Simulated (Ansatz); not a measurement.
## BiB (model cell, started as rocksalt type): the cell at rest: bringing the structure to rest

Ansatz 0.2.0; DFT PBEsol, scalar-relativistic, plane waves, PAW.

The structure was built from a prototype and need not be the compound's stable phase.

The structure is cubic, space group Fm-3m (No. 225). Conventional cell: a = 5.200 Å, b = 5.200 Å, c = 5.200 Å, α = 90.00°, β = 90.00°, γ = 90.00°. B has 6 Bi at 2.60 Å nearest. Bi has 6 B at 2.60 Å nearest. Farther neighbours are not listed.

Relaxation path:

```
step  energy less that of the first step (eV)  largest force component (eV/Å)  pressure (GPa)  volume (Å³)
   1                                   0.0000                          0.0000            0.42        35.15
   2                                   0.0002                          0.0000           -0.49        35.50
   3                                  -0.0001                          0.0000            0.00        35.31
  4*                                  -0.0002                          0.0000            0.00        35.31
```

Relaxation steps marked * repeat the geometry before them on a plane-wave basis chosen anew for their cell, so energy and pressure can jump there. Relaxation step 2 was tried and not accepted.

Forces are held to the 48 operations that the run works with; a distortion that breaks them can't arise in this run.

```
conventional cell, symmetrised  before  after  change
                         a (Å)   5.200  5.208  +0.2 %
                         b (Å)   5.200  5.208  +0.2 %
                         c (Å)   5.200  5.208  +0.2 %
              volume (Å³/atom)   17.58  17.66  +0.5 %
```

The relaxed structure:

```
B Bi
1.0
     0.00000    2.60393    2.60393
     2.60393    0.00000    2.60393
     2.60393    2.60393    0.00000
B Bi
1 1
Cartesian
  0.0000 0.0000 0.0000
  2.6039 2.6039 2.6039
```

This step gave:

```
pressure        : -0.002841 GPa
volume per atom : 17.66 Å³
```

Q: Write an input that reproduces this.

The system, level and task follow from the heading and the kind of results. Meshes, cutoffs and thresholds can't be read from the results; these are the ones that the run used.

Contents of input.yaml:

```yaml
crystal:
  lattice:
    - [0.0, 2.6, 2.6]
    - [2.6, 0.0, 2.6]
    - [2.6, 2.6, 0.0]
  atoms:
    - { symbol: B, position: [0.0, 0.0, 0.0] }
    - { symbol: Bi, position: [0.5, 0.5, 0.5] }
kpoints:
  mp_grid: { grid: [12, 12, 12] }
hamiltonian:
  xc: pbesol
scf:
  occupations: { method: gaussian, width: 0.1 }
output:
  forces: true
  stress: true
  eigenvalues: true
relax:
  adjacent_minimum: "off"
  f_tol: 0.005
  max_steps: 80
  cell: { stress_tol: 0.05 }
```

Run with:

```
ansatz run input.yaml --threads 4 --pin off --max-ram 7168MiB --backend cpu --events-out ev --progress --plain --runs-dir out
```

[Logs are printed without paths, hosts, clocks, repeated set-up lines and the standing remarks that a program may print on its own settings, such as how far it seeks lower states.]

[Hosts, paths, dates, database ids (printed as entryN), source tags and the programs' standing remarks are cut or masked in the printed files.]
